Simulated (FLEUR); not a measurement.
# free Co(0001) film, 1 layer: anisotropy by force theorems

Wanted: anisotropy for free Co(0001) film, 1 layer, with the cost of each step.

Main program and level: FLEUR MaX-R8.1; PBE; all-electron FLAPW film, Dirac cores, scalar-relativistic bands.

### Step 1. The structure

The cell holds 1 atom: 1 Co. Its edges and angles: a = 2.507 Å, b = 2.507 Å, c = 14.000 Å, α = 90.0°, β = 90.0°, γ = 120.0°. Layers at typed spacings, unrelaxed. Vacuum lies along c.

Coordinates:

```xyz
1
Lattice="2.5070 0.0000 0.0000 -1.2535 2.1711 0.0000 0.0000 0.0000 14.0000" Properties=species:S:1:pos:R:3
Co    1.2535    0.7237    7.0000
```

### Step 2. The magnetic state

The force theorems are single passes in this state's potential, so it has to be converged first.

No symmetry is used, so that later steps may turn the spins freely; k and −k are joined. FLEUR takes the sheet as a true film: the images along c are dropped, heights are typed in bohr, and the vacuum on both sides is semi-infinite. inpgen writes inp.xml from crystal.txt; cutoffs, mixing, functional, smearing and local orbitals are then set in the file. The k list scf (kpts.xml, not shown) is a Γ-centred 14×14×1 mesh; where the ranks do not divide the number of points, some are split in two of half the weight.

File inp.xml:

```
<?xml version="1.0" encoding="UTF-8" standalone="no"?>
<fleurInput fleurInputVersion="0.39">
   <comment>
      Co
   </comment>
   <calculationSetup>
      <cutoffs Kmax="3.64" Gmax="10.9" GmaxXC="10.9" numbands="0"/>
      <scfLoop itmax="150" minDistance="0.00002" maxIterBroyd="15" imix="Anderson" alpha="0.03" precondParam="0.0" spinf="2.0" sdNocoIR="T"/>
      <coreElectrons ctail="F" frcor="F" kcrel="0" coretail_lmax="0"/>
      <xcFunctional name="pbe" relativisticCorrections="F"/>
      <magnetism jspins="2" l_noco="F" l_ss="F">
         <qss>0.0 0.0 0.0</qss>
         <mtNocoParams l_mperp="F" l_mtNocoPot="F" l_relaxSQA="F" mag_mixing_scheme="0" mix_RelaxWeightOffD="1.0" l_constrained="F" mix_constr="1.0"/>
         <sourceFreeMag l_sourceFree="F" l_scaleMag="F" mag_scale="1.0"/>
      </magnetism>
      <soc l_soc="F" theta="0.0" phi="0.0" spav="F"/>
      <expertModes spex="0" secvar="F"/>
      <geometryOptimization l_f="F" forcealpha="1.0" forcemix="BFGS" epsdisp="0.00001" epsforce="0.00001"/>
      <ldaU l_linMix="F" mixParam="0.05" spinf="1.0"/>
   </calculationSetup>
   <cell>
      <bzIntegration valenceElectrons="17.0" mode="hist" fermiSmearingEnergy="0.00183747">
         <kPointListSelection listName="scf"/>
         <xi:include xmlns:xi="http://www.w3.org/2001/XInclude" href="kpts.xml"> </xi:include>
      </bzIntegration>
      <xi:include xmlns:xi="http://www.w3.org/2001/XInclude" href="sym.xml"> </xi:include>
      <filmLattice scale="1.0" dVac="5.3" dTilda="7.8">
         <bravaisMatrixFilm>
            <row-1>    4.7375437355433538    -0.0000000791795246</row-1>
            <row-2>   -2.3687717992124133     4.1028332661104852</row-2>
         </bravaisMatrixFilm>
         <vacuumEnergyParameters vacuum="1" spinUp="-.25" spinDown="-.25"/>
         <vacuumEnergyParameters vacuum="2" spinUp="-.25" spinDown="-.25"/>
      </filmLattice>
   </cell>
   <atomSpecies>
      <species name="Cobalt (Co2.000" element="Co" atomicNumber="27">
         <mtSphere radius="2.25" gridPoints="745" logIncrement="0.016"/>
         <atomicCutoffs lmax="8" lnonsphr="6"/>
         <electronConfig flipSpins="F">
            <coreConfig>(1s1/2) (2s1/2) (2p1/2) (2p3/2)</coreConfig>
            <valenceConfig>(3s1/2) (3p1/2) (3p3/2) (4s1/2) (3d3/2) (3d5/2)</valenceConfig>
            <stateOccupation state="(3d3/2)" spinUp="1.5" spinDown="1.3"/>
            <stateOccupation state="(3d5/2)" spinUp="3.0" spinDown="1.2"/>
         </electronConfig>
         <energyParameters s="4" p="4" d="3" f="4"/>
         <lo type="SCLO" l="0" n="3" eDeriv="0"/>
         <lo type="SCLO" l="1" n="3" eDeriv="0"/>
      </species>
   </atomSpecies>
   <atomGroups>
      <atomGroup species="Cobalt (Co2.000">
         <filmPos label="                   1">-1.000/3.000 1.000/3.000 .0000000000</filmPos>
         <force calculate="T" relaxXYZ="TTT"/>
         <nocoParams  alpha="0.0" beta="0.0"/>
      </atomGroup>
   </atomGroups>
   <output dos="F" band="F" slice="F">
      <bandDOS minEnergy="-.5*Htr" maxEnergy="0.5*Htr" sigma="0.015" storeEVData="T"/>
      <plotting iplot="0" polar="F">
         <plot TwoD="T" vec1="  1.0  0.0  0.0" vec2="  0.0  1.0  0.0" vec3="  0.0  0.0  1.0" zero="  0.0  0.0 -0.5" file="plot"/>
      </plotting>
      <moessbauerParams electricFieldGradient="F" isomerShift="F" coreHyperfine="F" valenceHyperfine="F"/>
   </output>
</fleurInput>
```

File crystal.txt:

```
Co
&input film=T cartesian=F /
2.50700018054  -0.00000004190  0.00000000000
-1.25350005399  2.17112586459  0.00000000000
0.00000000000  0.00000000000  1.00000000000
1.8897261246
1.0 1.0 1.0

1
27 0.66666666667  0.33333333333  0.00000000000 : 2.000

&kpt div1=14 div2=14 div3=1 gamma=T /
```

Started as:

```bash
$ OMP_NUM_THREADS=1 inpgen -f crystal.txt -nosym -noco > inpgen.log  # inp.xml is then edited as shown
$ OMP_NUM_THREADS=1 mpirun -n 4 fleur_MPI > fleur.log
```

Output:

```text
Welcome to FLEUR        (www.flapw.de)
      MaX-Release 8.1          (www.max-centre.eu)

 ========== k-point set info ==========
 Selected k-point list: scf
 k-point list type: mesh
 0 x 0 x 0
 Number of k points: 100

 ------------Calculation Setup---------------------------
 Number of MPI-tasks      :            4
 Number of PE/node        :            4
 Number of OMP-threads    :            1
 k-points in parallel     :            4
 pe's per k-point         :            1
 No of k-point loops      :           25
 Eigenvalue solver        :       lapack
 Number of basis functions:          141
 Approximate size of matrices (H+S) per k-point:         0.001 GB
 --------------------------------------------------------
 Iteration:     1   Distance:      14.01923061 me/bohr^3
 Iteration:     2   Distance:      12.20556020 me/bohr^3
 Iteration:     3   Distance:       7.19102753 me/bohr^3
 Iteration:     4   Distance:       7.10363773 me/bohr^3
 Iteration:     5   Distance:       2.91240627 me/bohr^3
 Iteration:     6   Distance:       2.91244774 me/bohr^3
 Iteration:     7   Distance:       1.29039989 me/bohr^3
 Iteration:     8   Distance:       1.24749510 me/bohr^3
 Iteration:     9   Distance:       0.59632851 me/bohr^3
 Iteration:    10   Distance:       0.43626621 me/bohr^3
 Iteration:    11   Distance:       0.08919749 me/bohr^3
 Iteration:    12   Distance:       0.12140769 me/bohr^3
 Iteration:    13   Distance:       0.07838256 me/bohr^3
 Iteration:    14   Distance:       0.06293318 me/bohr^3
 Iteration:    15   Distance:       0.03545363 me/bohr^3
 Iteration:    16   Distance:       0.03480756 me/bohr^3
 Iteration:    17   Distance:       0.03022799 me/bohr^3
 Iteration:    18   Distance:       0.01639041 me/bohr^3
 Iteration:    19   Distance:       0.00384403 me/bohr^3
 Iteration:    20   Distance:       0.00569376 me/bohr^3
 Iteration:    21   Distance:       0.00221555 me/bohr^3
 Iteration:    22   Distance:       0.00144135 me/bohr^3
 Iteration:    23   Distance:       0.00041716 me/bohr^3
 Iteration:    24   Distance:       0.00008280 me/bohr^3
 Iteration:    25   Distance:       0.00007726 me/bohr^3
 Iteration:    26   Distance:       0.00001532 me/bohr^3

 ********************************************************************
 Run finished successfully
 Stop message:
   all done
 ********************************************************************

--- out.xml (last complete iteration) ---
<iteration numberForCurrentRun="   26" overallNumber="   26">
         <energyParameters units="Htr">
            <atomicEP atomType="1" spin="1" branch="4s" branchLowest="-3.71" branchHighest="1.34" value="-0.2979014221"/>
            <atomicEP atomType="1" spin="1" branch="4p" branchLowest="-2.35" branchHighest="1.94" value="-0.1565605768"/>
            <atomicEP atomType="1" spin="1" branch="3d" branchLowest="-9.99" branchHighest="-0.15" value="-0.2694260791"/>
            <atomicEP atomType="1" spin="1" branch="4f" branchLowest="-9.99" branchHighest="3.15" value="0.1633398357"/>
            <loAtomicEP atomType="1" spin="1" branch="3s" branchLowest="-32.96" branchHighest="-3.71" value="-3.7152590375"/>
            <loAtomicEP atomType="1" spin="1" branch="3p" branchLowest="-28.21" branchHighest="-2.35" value="-2.3656041358"/>
            <vacuumEP vacuum="1" spin="1" vzIR="-0.2661521189" vzInf="0.0000000000" value="-0.2500000000"/>
            <vacuumEP vacuum="2" spin="1" vzIR="-0.2661521165" vzInf="0.0000000030" value="-0.2499999970"/>
            <atomicEP atomType="1" spin="2" branch="4s" branchLowest="-3.62" branchHighest="1.40" value="-0.2903043447"/>
            <atomicEP atomType="1" spin="2" branch="4p" branchLowest="-2.26" branchHighest="2.00" value="-0.1533125614"/>
            <atomicEP atomType="1" spin="2" branch="3d" branchLowest="-9.99" branchHighest="-0.07" value="-0.2026317411"/>
            <atomicEP atomType="1" spin="2" branch="4f" branchLowest="-9.99" branchHighest="3.20" value="0.1635202062"/>
            <loAtomicEP atomType="1" spin="2" branch="3s" branchLowest="-32.92" branchHighest="-3.62" value="-3.6292669062"/>
            <loAtomicEP atomType="1" spin="2" branch="3p" branchLowest="-28.18" branchHighest="-2.26" value="-2.2817094533"/>
            <vacuumEP vacuum="1" spin="2" vzIR="-0.2746406706" vzInf="0.0000000000" value="-0.2500000000"/>
            <vacuumEP vacuum="2" spin="2" vzIR="-0.2746406682" vzInf="0.0000000030" value="-0.2499999970"/>
         </energyParameters>
         <bandgap value="0.0000000000" units="eV"/>
         <sumValenceSingleParticleEnergies value="-23.5794004510" units="Htr"/>
         <FermiEnergy value="-0.1822630362" units="Htr"/>
         <valenceDensity>
            <mtCharges spin="1">
               <mtCharge atomType="1" total="8.8294173" s="1.2048605" p="3.0921772" d="4.5245935" f="0.0058485"/>
            </mtCharges>
            <mtCharges spin="2">
               <mtCharge atomType="1" total="6.8326071" s="1.1960262" p="3.1140912" d="2.5151730" f="0.0056567"/>
            </mtCharges>
            <spinDependentCharge spin="1" total="9.4642859" interstitial="0.5439008" mtSpheres="8.8294173" vacuum1="0.0454838" vacuum2="0.0454838"/>
            <spinDependentCharge spin="2" total="7.5357144" interstitial="0.5883848" mtSpheres="6.8326071" vacuum1="0.0573613" vacuum2="0.0573613"/>
            <totalCharge value="17.0000002258"/>
         </valenceDensity>
         <coreStates atomType="     1" atomicNumber=" 27" spin="1" kinEnergy="    624.7448554008" eigValSum="   -396.4993707595" lostElectrons=" 0.000000">
            <state n="1" l="0" j="0.5" energy="-278.8969420776" weight="1.0000000000"/>
            <state n="2" l="0" j="0.5" energy="-32.9591631753" weight="1.0000000000"/>
            <state n="2" l="1" j="0.5" energy="-28.5773280864" weight="1.0000000000"/>
            <state n="2" l="1" j="1.5" energy="-28.0329687100" weight="2.0000000000"/>
         </coreStates>
         <coreStates atomType="     1" atomicNumber=" 27" spin="2" kinEnergy="    625.1489132014" eigValSum="   -396.3678943869" lostElectrons=" 0.000000">
            <state n="1" l="0" j="0.5" energy="-278.8971556228" weight="1.0000000000"/>
            <state n="2" l="0" j="0.5" energy="-32.9187706478" weight="1.0000000000"/>
            <state n="2" l="1" j="0.5" energy="-28.5475235070" weight="1.0000000000"/>
            <state n="2" l="1" j="1.5" energy="-28.0022223047" weight="2.0000000000"/>
         </coreStates>
         <allElectronCharges>
            <spinDependentCharge spin="1" total="14.4642859" interstitial="0.5439008" mtSpheres="13.8294173" vacuum1="0.0454838" vacuum2="0.0454838"/>
            <spinDependentCharge spin="2" total="12.5357144" interstitial="0.5883848" mtSpheres="11.8326071" vacuum1="0.0573613" vacuum2="0.0573613"/>
            <totalCharge value="27.0000002260"/>
         </allElectronCharges>
         <magneticMomentsInMTSpheres units="muBohr">
            <globalMagMoment atomType="1" vec="0.00000   0.00000   1.99681"/>
            <localMagMoment atomType="1" vec="0.00000   0.00000   1.99681"/>
         </magneticMomentsInMTSpheres>
         <moessbauerParams unitsHFF="kG" unitsIS="e/bohr^3" unitsEFG="Htr/bohr^2">
         </moessbauerParams>
         <totalEnergy value="    -1393.4184923075" units="Htr">
            <sumOfEigenvalues value="     -816.4466655974">
               <coreElectrons value="-792.8672651464"/>
               <valenceElectrons value="-23.5794004510"/>
            </sumOfEigenvalues>
            <densityCoulombPotentialIntegral value="-2152.9722148905"/>
            <densityEffectivePotentialIntegral value="-2230.3776931697"/>
            <chargeDenXCDenIntegral value="-59.6150439685"/>
            <FockExchangeEnergyValence value="0.0000000000"/>
            <FockExchangeEnergyCore value="0.0000000000"/>
            <atomTypeDependentContributions atomType="1">
               <electronNucleiInteractionDifferentMTs value="1665.8665244616"/>
               <MadelungTerm value="-5.3818440044"/>
            </atomTypeDependentContributions>
            <tkbTimesEntropy value="0.0006208063"/>
            <freeEnergy value="-1393.4191131138"/>
            <extrapolationTo0K value="-1393.4188027106"/>
         </totalEnergy>
         <densityConvergence units="me/bohr^3">
            <chargeDensity spin="1" distance="0.0000005437"/>
            <chargeDensity spin="2" distance="0.0000152925"/>
            <overallChargeDensity distance="0.0000152859"/>
            <spinDensity distance="0.0000153184"/>
         </densityConvergence>
      </iteration>
```

It took 40 s on 4 MPI ranks of Arm Neoverse V1, shared host; peak memory 0.46 GiB; 2.6 min of CPU time.

Read from the output:

```
free energy                                                       : -37916.8657 eV
program's band gap on this mesh (in a metal only a level spacing) : 0 eV
magnetization                                                     : 1.929 μB
final state                                                       : ferromagnetic
largest moment                                                    : 1.997 μB
```

After 26 cycles the largest moment stands at 2.00 μB.

### Step 3. Anisotropy by the force theorem, rung 1

Anisotropy is a small difference, so it is taken from sums over occupied states at a frozen potential, where most errors cancel.

One pass with spin–orbit coupling for each direction, from the saved density. Inversion lets half of the mesh serve, which the program's warning doesn't know. The k list mae (kpts.xml, not shown) is a Γ-centred 23×23×1 mesh.

inp.xml: that of step 2 with these lines changed.

```diff
@@ -6,4 +6,4 @@
    <calculationSetup>
-      <cutoffs Kmax="3.64" Gmax="10.9" GmaxXC="10.9" numbands="0"/>
-      <scfLoop itmax="150" minDistance="0.00002" maxIterBroyd="15" imix="Anderson" alpha="0.03" precondParam="0.0" spinf="2.0" sdNocoIR="T"/>
+      <cutoffs Kmax="3.64" Gmax="10.9" GmaxXC="10.9" numbands="33"/>
+      <scfLoop itmax="1" minDistance="0.00002" maxIterBroyd="15" imix="Anderson" alpha="0.03" precondParam="0.0" spinf="2.0" sdNocoIR="T"/>
       <coreElectrons ctail="F" frcor="F" kcrel="0" coretail_lmax="0"/>
@@ -15,3 +15,3 @@
       </magnetism>
-      <soc l_soc="F" theta="0.0" phi="0.0" spav="F"/>
+      <soc l_soc="T" theta="0.0" phi="0.0" spav="F"/>
       <expertModes spex="0" secvar="F"/>
@@ -22,3 +22,3 @@
       <bzIntegration valenceElectrons="17.0" mode="hist" fermiSmearingEnergy="0.00183747">
-         <kPointListSelection listName="scf"/>
+         <kPointListSelection listName="mae"/>
          <xi:include xmlns:xi="http://www.w3.org/2001/XInclude" href="kpts.xml"> </xi:include>
@@ -64,2 +64,5 @@
    </output>
+   <forceTheorem>
+      <MAE theta="0.0 1.5707963 1.5707963" phi="0.0 0.0 1.5707963"/>
+   </forceTheorem>
 </fleurInput>
```

Started as:

```bash
$ OMP_NUM_THREADS=1 mpirun -n 4 fleur_MPI -warn_only > fleur.log
```

Output:

```text
[banner, memory and clock lines left out]
Welcome to FLEUR        (www.flapw.de)
      MaX-Release 8.1          (www.max-centre.eu)
************FLEUR-Warning*****************
Error message: k-point set is not compatible to missing time-reversal symmetry in calculation.
Error occurred in subroutine: gen_bz
Error from PE:0/4
*****************************************

 ========== k-point set info ==========
 Selected k-point list: mae
 k-point list type: mesh
 0 x 0 x 0
 Number of k points: 268

 [... set-up left out ...]
 ********************************************************************
 Run finished successfully
 Stop message:
   Forcetheorem MAE
 ********************************************************************

--- out.xml (force theorem) ---
<Forcetheorem_MAE Angles="3" units="Htr">
            <Angle theta="0.0000000" phi="0.0000000" ev-sum="-23.579692457"/>
            <Angle theta="1.5707963" phi="0.0000000" ev-sum="-23.579711740"/>
            <Angle theta="1.5707963" phi="1.5707963" ev-sum="-23.579711711"/>
         </Forcetheorem_MAE>
```

It took 7.2 s on 4 MPI ranks; peak memory 0.33 GiB.

Anisotropy energies, by row:

```
axis  x  y  z  band energy less the first axis' (meV a cell)
   z  0  0  1                                              0
   x  1  0  0                                        -0.5247
   y  0  1  0                                        -0.5239
```

Shape anisotropy is not in these numbers.

### Step 4. Energy against the direction of the moments, rung 2

A second rung shows how far the first can be trusted.

The k list mae (kpts.xml, not shown) is a Γ-centred 35×35×1 mesh.

inp.xml is that of step 3.

Output:

```text
[banner, memory and clock lines left out]
Welcome to FLEUR        (www.flapw.de)
      MaX-Release 8.1          (www.max-centre.eu)
************FLEUR-Warning*****************
Error message: k-point set is not compatible to missing time-reversal symmetry in calculation.
Error occurred in subroutine: gen_bz
Error from PE:0/4
*****************************************

 ========== k-point set info ==========
 Selected k-point list: mae
 k-point list type: mesh
 0 x 0 x 0
 Number of k points: 616

 [... set-up left out ...]
 ********************************************************************
 Run finished successfully
 Stop message:
   Forcetheorem MAE
 ********************************************************************

--- out.xml (force theorem) ---
<Forcetheorem_MAE Angles="3" units="Htr">
            <Angle theta="0.0000000" phi="0.0000000" ev-sum="-23.579899318"/>
            <Angle theta="1.5707963" phi="0.0000000" ev-sum="-23.579924417"/>
            <Angle theta="1.5707963" phi="1.5707963" ev-sum="-23.579924453"/>
         </Forcetheorem_MAE>
```

Run time: 14 s. Hardware: 4 MPI ranks; peak memory 0.44 GiB; 56 s of CPU time.

Anisotropy energies, by row:

```
axis  x  y  z  band energy less the first axis' (meV a cell)
   z  0  0  1                                              0
   x  1  0  0                                         -0.683
   y  0  1  0                                         -0.684
```

[end of part 1 of 2]

[Logs and program files are shortened in this print: banners, set-up blocks, solver, clock and traceback lines can be left out without a mark of their own.]

[Logs are printed without paths, hosts, clocks, repeated set-up lines and the standing remarks that a program may print on its own settings, such as how far it seeks lower states.]

[Hosts, paths, dates, database ids (printed as entryN), source tags and the programs' standing remarks are cut or masked in the printed files.]

[Where a cell is said to come from a database of computed structures, the database is the Materials Project.]
